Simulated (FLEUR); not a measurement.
# MnO (Manganosite): a ladder in the smearing, part 2 of 4

Two starts of MnO (Manganosite) are run at each rung of the smearing. Which rung is enough?

FLEUR MaX-R8.1; PBE; all-electron FLAPW, Dirac cores, scalar-relativistic bands.

So far, largest spin moment in the muffin-tin sphere (μB): step 2 (rung 1 (width 0.5 eV), start ferro +) 3.94; step 3 (rung 1 (width 0.5 eV), start antiferro q=(0,1/2,1/2) +-) 3.98.

## Step 4: Rung 2 (width 0.25 eV), start ferro +

The k list default-1 (kpts.xml, not shown) is a Γ-centred 8×8×8 mesh.

File inp.xml:

```
<?xml version="1.0" encoding="UTF-8" standalone="no"?>
<fleurInput fleurInputVersion="0.39">
   <comment>
      MnO
   </comment>
   <calculationSetup>
      <cutoffs Kmax="4.05" Gmax="12.1" GmaxXC="12.1" numbands="0"/>
      <scfLoop itmax="90" minDistance="0.00002" maxIterBroyd="15" imix="Anderson" alpha="0.05" precondParam="0.0" spinf="2.0" sdNocoIR="T"/>
      <coreElectrons ctail="T" frcor="F" kcrel="0" coretail_lmax="0"/>
      <xcFunctional name="pbe" relativisticCorrections="F"/>
      <magnetism jspins="2"/>
      <soc l_soc="F" theta="0.0" phi="0.0" spav="F"/>
      <expertModes spex="0" secvar="F"/>
      <geometryOptimization l_f="F" forcealpha="1.0" forcemix="BFGS" epsdisp="0.00001" epsforce="0.00001"/>
      <ldaU l_linMix="F" mixParam="0.05" spinf="1.0"/>
   </calculationSetup>
   <cell>
      <bzIntegration valenceElectrons="21.0" mode="hist" fermiSmearingEnergy="0.00918733">
         <kPointListSelection listName="default-1"/>
         <xi:include xmlns:xi="http://www.w3.org/2001/XInclude" href="kpts.xml"> </xi:include>
      </bzIntegration>
      <xi:include xmlns:xi="http://www.w3.org/2001/XInclude" href="sym.xml"> </xi:include>
      <bulkLattice scale="1.0">
         <bravaisMatrix>
            <row-1>    0.0000000000000000     4.2008611749857998     4.2008611749857998</row-1>
            <row-2>    4.2008611749857998     0.0000000000000000     4.2008611749857998</row-2>
            <row-3>    4.2008611749857998     4.2008611749857998     0.0000000000000000</row-3>
         </bravaisMatrix>
      </bulkLattice>
   </cell>
   <atomSpecies>
      <species name="Manganese 4.500" element="Mn" atomicNumber="25">
         <mtSphere radius="2.62" gridPoints="867" logIncrement="0.014"/>
         <atomicCutoffs lmax="10" lnonsphr="8"/>
         <electronConfig flipSpins="F">
            <coreConfig>(1s1/2) (2s1/2) (2p1/2) (2p3/2)</coreConfig>
            <valenceConfig>(3s1/2) (3p1/2) (3p3/2) (4s1/2) (3d3/2) (3d5/2)</valenceConfig>
            <stateOccupation state="(3d3/2)" spinUp="1.75" spinDown="0.25"/>
            <stateOccupation state="(3d5/2)" spinUp="3.0" spinDown="0.0"/>
         </electronConfig>
         <energyParameters s="4" p="4" d="3" f="4"/>
         <lo type="SCLO" l="0" n="3" eDeriv="0"/>
         <lo type="SCLO" l="1" n="3" eDeriv="0"/>
      </species>
      <species name="Oxygen (O)" element="O" atomicNumber="8">
         <mtSphere radius="1.48" gridPoints="489" logIncrement="0.022"/>
         <atomicCutoffs lmax="6" lnonsphr="4"/>
         <electronConfig flipSpins="F">
            <coreConfig>(1s1/2)</coreConfig>
            <valenceConfig>(2s1/2) (2p1/2) (2p3/2)</valenceConfig>
            <stateOccupation state="(2p1/2)" spinUp="0.666667" spinDown="0.666667"/>
            <stateOccupation state="(2p3/2)" spinUp="1.333333" spinDown="1.333333"/>
         </electronConfig>
         <energyParameters s="2" p="2" d="3" f="4"/>
      </species>
   </atomSpecies>
   <atomGroups>
      <atomGroup species="Manganese 4.500">
         <relPos label="                   1">.0000000000 .0000000000 .0000000000</relPos>
         <force calculate="T" relaxXYZ="TTT"/>
      </atomGroup>
      <atomGroup species="Oxygen (O)">
         <relPos label="                   2">1.000/2.000 1.000/2.000 1.000/2.000</relPos>
         <force calculate="T" relaxXYZ="TTT"/>
      </atomGroup>
   </atomGroups>
   <output dos="F" band="F" slice="F">
      <bandDOS minEnergy="-.5*Htr" maxEnergy="0.5*Htr" sigma="0.015" storeEVData="T"/>
      <plotting iplot="0" polar="F">
         <plot TwoD="T" vec1="  1.0  0.0  0.0" vec2="  0.0  1.0  0.0" vec3="  0.0  0.0  1.0" zero="  0.0  0.0  0.0" file="plot"/>
      </plotting>
      <moessbauerParams electricFieldGradient="F" isomerShift="F" coreHyperfine="F" valenceHyperfine="F"/>
   </output>
</fleurInput>
```

File crystal.txt:

```
MnO
&input film=F cartesian=F /
0.00000000000  2.22300000000  2.22300000000
2.22300000000  0.00000000000  2.22300000000
2.22300000000  2.22300000000  0.00000000000
1.8897261246
1.0 1.0 1.0

2
25 0.00000000000  0.00000000000  0.00000000000 : 4.500
8 0.50000000000  0.50000000000  0.50000000000

&kpt div1=8 div2=8 div3=8 gamma=T /
```

The run is started by

```bash
> OMP_NUM_THREADS=1 inpgen -f crystal.txt > inpgen.log  # inp.xml is then edited as shown
> OMP_NUM_THREADS=1 mpirun -n 4 fleur_MPI > fleur.log
```

What it wrote:

```text
[banner, memory and clock lines left out]
Welcome to FLEUR        (www.flapw.de)
      MaX-Release 8.1          (www.max-centre.eu)

 ========== k-point set info ==========
 Selected k-point list: default-1
 k-point list type: mesh
 0 x 0 x 0
 Number of k points: 32

 [... set-up left out ...]
 Iteration:     1   Distance:      20.88299766 me/bohr^3
 Iteration:     2   Distance:      17.53808804 me/bohr^3
 Iteration:     3   Distance:       8.30756569 me/bohr^3
 Iteration:     4   Distance:       7.25593882 me/bohr^3
 Iteration:     5   Distance:       3.46227181 me/bohr^3
[...]
<sumOfEigenvalues value="     -709.5687342027">
               <coreElectrons value="-696.9465154009"/>
               <valenceElectrons value="-12.6222188018"/>
            </sumOfEigenvalues>
         [... left out ...]
            <freeEnergy value="-1233.9198904963"/>
            <extrapolationTo0K value="-1233.9168183589"/>
         </totalEnergy>
         <densityConvergence units="me/bohr^3">
            <chargeDensity spin="1" distance="0.0000093852"/>
            <chargeDensity spin="2" distance="0.0000060986"/>
            <overallChargeDensity distance="0.0000107169"/>
            <spinDensity distance="0.0000116488"/>
         </densityConvergence>
      </iteration>
```

It took 10 s on 4 MPI ranks of Intel Xeon 6975P-C (Granite Rapids), shared host; peak memory 0.25 GiB; 39 s of CPU time.

Numbers from this step:

| Property | Result |
| --- | --- |
| free energy | -33576.6707 eV |
| program's band gap on this mesh (in a metal only a level spacing) | 0.01746 eV |
| magnetization | 4.644 μB |
| final state | ferromagnetic |
| largest moment | 4.354 μB |

The largest moment moves by +0.41 μB from rung 1, at 0.97 times its CPU time.

## Step 5: Rung 2 (width 0.25 eV), start antiferro q=(0,1/2,1/2) +-

The k list default-1 (kpts.xml, not shown) is a Γ-centred 8×4×8 mesh.

Edit inp.xml of step 4 so:

```diff
@@ -17,3 +17,3 @@
    <cell>
-      <bzIntegration valenceElectrons="21.0" mode="hist" fermiSmearingEnergy="0.00918733">
+      <bzIntegration valenceElectrons="42.0" mode="hist" fermiSmearingEnergy="0.00918733">
          <kPointListSelection listName="default-1"/>
@@ -25,4 +25,4 @@
             <row-1>    0.0000000000000000     4.2008611749857998     4.2008611749857998</row-1>
-            <row-2>    4.2008611749857998     0.0000000000000000     4.2008611749857998</row-2>
-            <row-3>    4.2008611749857998     4.2008611749857998     0.0000000000000000</row-3>
+            <row-2>    8.4017223499715996     0.0000000000000000     8.4017223499715996</row-2>
+            <row-3>    8.4017223499715996     4.2008611749857998     4.2008611749857998</row-3>
          </bravaisMatrix>
@@ -39,2 +39,15 @@
             <stateOccupation state="(3d5/2)" spinUp="3.0" spinDown="0.0"/>
+         </electronConfig>
+         <energyParameters s="4" p="4" d="3" f="4"/>
+         <lo type="SCLO" l="0" n="3" eDeriv="0"/>
+         <lo type="SCLO" l="1" n="3" eDeriv="0"/>
+      </species>
+      <species name="Manganese -4.500" element="Mn" atomicNumber="25">
+         <mtSphere radius="2.62" gridPoints="867" logIncrement="0.014"/>
+         <atomicCutoffs lmax="10" lnonsphr="8"/>
+         <electronConfig flipSpins="F">
+            <coreConfig>(1s1/2) (2s1/2) (2p1/2) (2p3/2)</coreConfig>
+            <valenceConfig>(3s1/2) (3p1/2) (3p3/2) (4s1/2) (3d3/2) (3d5/2)</valenceConfig>
+            <stateOccupation state="(3d3/2)" spinUp="0.25" spinDown="1.75"/>
+            <stateOccupation state="(3d5/2)" spinUp="0.0" spinDown="3.0"/>
          </electronConfig>
@@ -61,4 +74,12 @@
       </atomGroup>
+      <atomGroup species="Manganese -4.500">
+         <relPos label="                   2">.0000000000 1.000/2.000 .0000000000</relPos>
+         <force calculate="T" relaxXYZ="TTT"/>
+      </atomGroup>
       <atomGroup species="Oxygen (O)">
-         <relPos label="                   2">1.000/2.000 1.000/2.000 1.000/2.000</relPos>
+         <relPos label="                   3">1.000/2.000 .0000000000 1.000/2.000</relPos>
+         <force calculate="T" relaxXYZ="TTT"/>
+      </atomGroup>
+      <atomGroup species="Oxygen (O)">
+         <relPos label="                   4">1.000/2.000 1.000/2.000 1.000/2.000</relPos>
          <force calculate="T" relaxXYZ="TTT"/>
```

File crystal.txt:

```
MnO
&input film=F cartesian=F /
0.00000000000  2.22300000000  2.22300000000
4.44600000000  0.00000000000  4.44600000000
4.44600000000  2.22300000000  2.22300000000
1.8897261246
1.0 1.0 1.0

4
25 0.00000000000  0.00000000000  0.00000000000 : 4.500
25 0.00000000000  0.50000000000  0.00000000000 : -4.500
8 0.50000000000  0.00000000000  0.50000000000
8 0.50000000000  0.50000000000  0.50000000000

&kpt div1=8 div2=4 div3=8 gamma=T /
```

What it wrote:

```text
[banner, memory and clock lines left out]
Welcome to FLEUR        (www.flapw.de)
      MaX-Release 8.1          (www.max-centre.eu)

 ========== k-point set info ==========
 Selected k-point list: default-1
 k-point list type: mesh
 0 x 0 x 0
 Number of k points: 80

 [... set-up left out ...]
 Iteration:     1   Distance:      21.36724267 me/bohr^3
 Iteration:     2   Distance:      17.93584152 me/bohr^3
 Iteration:     3   Distance:       8.48436288 me/bohr^3
 Iteration:     4   Distance:       7.39561820 me/bohr^3
 Iteration:     5   Distance:       3.58825041 me/bohr^3
[...]
<sumOfEigenvalues value="    -1419.2154447999">
               <coreElectrons value="-1393.9312233062"/>
               <valenceElectrons value="-25.2842214937"/>
            </sumOfEigenvalues>
         [... left out ...]
            <freeEnergy value="-2467.8433657386"/>
            <extrapolationTo0K value="-2467.8388290101"/>
         </totalEnergy>
         <densityConvergence units="me/bohr^3">
            <chargeDensity spin="1" distance="0.0000065975"/>
            <chargeDensity spin="2" distance="0.0000061550"/>
            <overallChargeDensity distance="0.0000101510"/>
            <spinDensity distance="0.0000077317"/>
         </densityConvergence>
      </iteration>
```

The job ended after 50 s (4 MPI ranks; peak memory 0.46 GiB; 3.3 min of CPU time).

This step gave:

```
free energy                                                       : -67153.4390 eV
program's band gap on this mesh (in a metal only a level spacing) : 1.09e-6 eV
magnetization                                                     : 0 μB
final state                                                       : antiferromagnetic
largest moment                                                    : 4.404 μB
```

This start lies -48.8 meV a seeded atom from the first, a change of -30.9 meV since rung 1; its largest moment is 4.40 μB.

## Step 6: Rung 3 (width 0.12 eV), start ferro +

The k list default-1 (kpts.xml, not shown) is a Γ-centred 8×8×8 mesh.

Edit inp.xml of step 5 so:

```diff
@@ -17,3 +17,3 @@
    <cell>
-      <bzIntegration valenceElectrons="42.0" mode="hist" fermiSmearingEnergy="0.00918733">
+      <bzIntegration valenceElectrons="21.0" mode="hist" fermiSmearingEnergy="0.00440992">
          <kPointListSelection listName="default-1"/>
@@ -25,4 +25,4 @@
             <row-1>    0.0000000000000000     4.2008611749857998     4.2008611749857998</row-1>
-            <row-2>    8.4017223499715996     0.0000000000000000     8.4017223499715996</row-2>
-            <row-3>    8.4017223499715996     4.2008611749857998     4.2008611749857998</row-3>
+            <row-2>    4.2008611749857998     0.0000000000000000     4.2008611749857998</row-2>
+            <row-3>    4.2008611749857998     4.2008611749857998     0.0000000000000000</row-3>
          </bravaisMatrix>
@@ -39,15 +39,2 @@
             <stateOccupation state="(3d5/2)" spinUp="3.0" spinDown="0.0"/>
-         </electronConfig>
-         <energyParameters s="4" p="4" d="3" f="4"/>
-         <lo type="SCLO" l="0" n="3" eDeriv="0"/>
-         <lo type="SCLO" l="1" n="3" eDeriv="0"/>
-      </species>
-      <species name="Manganese -4.500" element="Mn" atomicNumber="25">
-         <mtSphere radius="2.62" gridPoints="867" logIncrement="0.014"/>
-         <atomicCutoffs lmax="10" lnonsphr="8"/>
-         <electronConfig flipSpins="F">
-            <coreConfig>(1s1/2) (2s1/2) (2p1/2) (2p3/2)</coreConfig>
-            <valenceConfig>(3s1/2) (3p1/2) (3p3/2) (4s1/2) (3d3/2) (3d5/2)</valenceConfig>
-            <stateOccupation state="(3d3/2)" spinUp="0.25" spinDown="1.75"/>
-            <stateOccupation state="(3d5/2)" spinUp="0.0" spinDown="3.0"/>
          </electronConfig>
@@ -74,12 +61,4 @@
       </atomGroup>
-      <atomGroup species="Manganese -4.500">
-         <relPos label="                   2">.0000000000 1.000/2.000 .0000000000</relPos>
-         <force calculate="T" relaxXYZ="TTT"/>
-      </atomGroup>
       <atomGroup species="Oxygen (O)">
-         <relPos label="                   3">1.000/2.000 .0000000000 1.000/2.000</relPos>
-         <force calculate="T" relaxXYZ="TTT"/>
-      </atomGroup>
-      <atomGroup species="Oxygen (O)">
-         <relPos label="                   4">1.000/2.000 1.000/2.000 1.000/2.000</relPos>
+         <relPos label="                   2">1.000/2.000 1.000/2.000 1.000/2.000</relPos>
          <force calculate="T" relaxXYZ="TTT"/>
```

File crystal.txt:

```
MnO
&input film=F cartesian=F /
0.00000000000  2.22300000000  2.22300000000
2.22300000000  0.00000000000  2.22300000000
2.22300000000  2.22300000000  0.00000000000
1.8897261246
1.0 1.0 1.0

2
25 0.00000000000  0.00000000000  0.00000000000 : 4.500
8 0.50000000000  0.50000000000  0.50000000000

&kpt div1=8 div2=8 div3=8 gamma=T /
```

What it wrote:

```text
[banner, memory and clock lines left out]
Welcome to FLEUR        (www.flapw.de)
      MaX-Release 8.1          (www.max-centre.eu)

 ========== k-point set info ==========
 Selected k-point list: default-1
 k-point list type: mesh
 0 x 0 x 0
 Number of k points: 32

 [... set-up left out ...]
 Iteration:     1   Distance:      21.06472626 me/bohr^3
 Iteration:     2   Distance:      17.73762007 me/bohr^3
 Iteration:     3   Distance:       8.32746960 me/bohr^3
 Iteration:     4   Distance:       7.44619098 me/bohr^3
 Iteration:     5   Distance:       3.31316074 me/bohr^3
[...]
<sumOfEigenvalues value="     -709.5393383824">
               <coreElectrons value="-696.9269622308"/>
               <valenceElectrons value="-12.6123761516"/>
            </sumOfEigenvalues>
         [... left out ...]
            <freeEnergy value="-1233.9175343870"/>
            <extrapolationTo0K value="-1233.9168317472"/>
         </totalEnergy>
         <densityConvergence units="me/bohr^3">
            <chargeDensity spin="1" distance="0.0000125055"/>
            <chargeDensity spin="2" distance="0.0000019382"/>
            <overallChargeDensity distance="0.0000140005"/>
            <spinDensity distance="0.0000111478"/>
         </densityConvergence>
      </iteration>
```

Run time: 10 s. Hardware: 4 MPI ranks; peak memory 0.25 GiB.

Numbers from this step:

| Quantity | Value |
| --- | --- |
| free energy | -33576.6066 eV |
| program's band gap on this mesh (in a metal only a level spacing) | 0.01733 eV |
| magnetization | 4.750 μB |
| final state | ferromagnetic |
| largest moment | 4.437 μB |

The largest moment moves by +0.08 μB from rung 2, at 1.0 times its CPU time.

## Step 7: Rung 3 (width 0.12 eV), start antiferro q=(0,1/2,1/2) +-

The k list default-1 (kpts.xml, not shown) is a Γ-centred 8×4×8 mesh.

Edit inp.xml of step 6 so:

```diff
@@ -17,3 +17,3 @@
    <cell>
-      <bzIntegration valenceElectrons="21.0" mode="hist" fermiSmearingEnergy="0.00440992">
+      <bzIntegration valenceElectrons="42.0" mode="hist" fermiSmearingEnergy="0.00440992">
          <kPointListSelection listName="default-1"/>
@@ -25,4 +25,4 @@
             <row-1>    0.0000000000000000     4.2008611749857998     4.2008611749857998</row-1>
-            <row-2>    4.2008611749857998     0.0000000000000000     4.2008611749857998</row-2>
-            <row-3>    4.2008611749857998     4.2008611749857998     0.0000000000000000</row-3>
+            <row-2>    8.4017223499715996     0.0000000000000000     8.4017223499715996</row-2>
+            <row-3>    8.4017223499715996     4.2008611749857998     4.2008611749857998</row-3>
          </bravaisMatrix>
@@ -39,2 +39,15 @@
             <stateOccupation state="(3d5/2)" spinUp="3.0" spinDown="0.0"/>
+         </electronConfig>
+         <energyParameters s="4" p="4" d="3" f="4"/>
+         <lo type="SCLO" l="0" n="3" eDeriv="0"/>
+         <lo type="SCLO" l="1" n="3" eDeriv="0"/>
+      </species>
+      <species name="Manganese -4.500" element="Mn" atomicNumber="25">
+         <mtSphere radius="2.62" gridPoints="867" logIncrement="0.014"/>
+         <atomicCutoffs lmax="10" lnonsphr="8"/>
+         <electronConfig flipSpins="F">
+            <coreConfig>(1s1/2) (2s1/2) (2p1/2) (2p3/2)</coreConfig>
+            <valenceConfig>(3s1/2) (3p1/2) (3p3/2) (4s1/2) (3d3/2) (3d5/2)</valenceConfig>
+            <stateOccupation state="(3d3/2)" spinUp="0.25" spinDown="1.75"/>
+            <stateOccupation state="(3d5/2)" spinUp="0.0" spinDown="3.0"/>
          </electronConfig>
@@ -61,4 +74,12 @@
       </atomGroup>
+      <atomGroup species="Manganese -4.500">
+         <relPos label="                   2">.0000000000 1.000/2.000 .0000000000</relPos>
+         <force calculate="T" relaxXYZ="TTT"/>
+      </atomGroup>
       <atomGroup species="Oxygen (O)">
-         <relPos label="                   2">1.000/2.000 1.000/2.000 1.000/2.000</relPos>
+         <relPos label="                   3">1.000/2.000 .0000000000 1.000/2.000</relPos>
+         <force calculate="T" relaxXYZ="TTT"/>
+      </atomGroup>
+      <atomGroup species="Oxygen (O)">
+         <relPos label="                   4">1.000/2.000 1.000/2.000 1.000/2.000</relPos>
          <force calculate="T" relaxXYZ="TTT"/>
```

File crystal.txt:

```
MnO
&input film=F cartesian=F /
0.00000000000  2.22300000000  2.22300000000
4.44600000000  0.00000000000  4.44600000000
4.44600000000  2.22300000000  2.22300000000
1.8897261246
1.0 1.0 1.0

4
25 0.00000000000  0.00000000000  0.00000000000 : 4.500
25 0.00000000000  0.50000000000  0.00000000000 : -4.500
8 0.50000000000  0.00000000000  0.50000000000
8 0.50000000000  0.50000000000  0.50000000000

&kpt div1=8 div2=4 div3=8 gamma=T /
```

What it wrote:

```text
[banner, memory and clock lines left out]
Welcome to FLEUR        (www.flapw.de)
      MaX-Release 8.1          (www.max-centre.eu)

 ========== k-point set info ==========
 Selected k-point list: default-1
 k-point list type: mesh
 0 x 0 x 0
 Number of k points: 80

 [... set-up left out ...]
 Iteration:     1   Distance:      21.52325964 me/bohr^3
 Iteration:     2   Distance:      18.13370295 me/bohr^3
 Iteration:     3   Distance:       8.55640691 me/bohr^3
 Iteration:     4   Distance:       7.54949600 me/bohr^3
 Iteration:     5   Distance:       3.50863105 me/bohr^3
[...]
<sumOfEigenvalues value="    -1419.1821431492">
               <coreElectrons value="-1393.9060774542"/>
               <valenceElectrons value="-25.2760656950"/>
            </sumOfEigenvalues>
         [... left out ...]
            <freeEnergy value="-2467.8403416080"/>
            <extrapolationTo0K value="-2467.8395888896"/>
         </totalEnergy>
         <densityConvergence units="me/bohr^3">
            <chargeDensity spin="1" distance="0.0000120316"/>
            <chargeDensity spin="2" distance="0.0000135447"/>
            <overallChargeDensity distance="0.0000171535"/>
            <spinDensity distance="0.0000190313"/>
         </densityConvergence>
      </iteration>
```

The job ended after 52 s (4 MPI ranks; peak memory 0.42 GiB; 3.4 min of CPU time).

Numbers from this step:

* free energy: -67153.3567 eV
* program's band gap on this mesh (in a metal only a level spacing): 7.92e-6 eV
* magnetization: 0 μB
* final state: antiferromagnetic
* largest moment: 4.480 μB

This start lies -71.7 meV a seeded atom from the first, a change of -23.0 meV since rung 2; its largest moment is 4.48 μB.

(Part 2 of 4 ends here.)

[Logs and program files are shortened in this print: banners, set-up blocks, solver, clock and traceback lines can be left out without a mark of their own.]

[Logs are printed without paths, hosts, clocks, repeated set-up lines and the standing remarks that a program may print on its own settings, such as how far it seeks lower states.]

[Hosts, paths, dates, database ids (printed as entryN), source tags and the programs' standing remarks are cut or masked in the printed files.]

[Where a cell is said to come from a database of computed structures, the database is the Materials Project.]
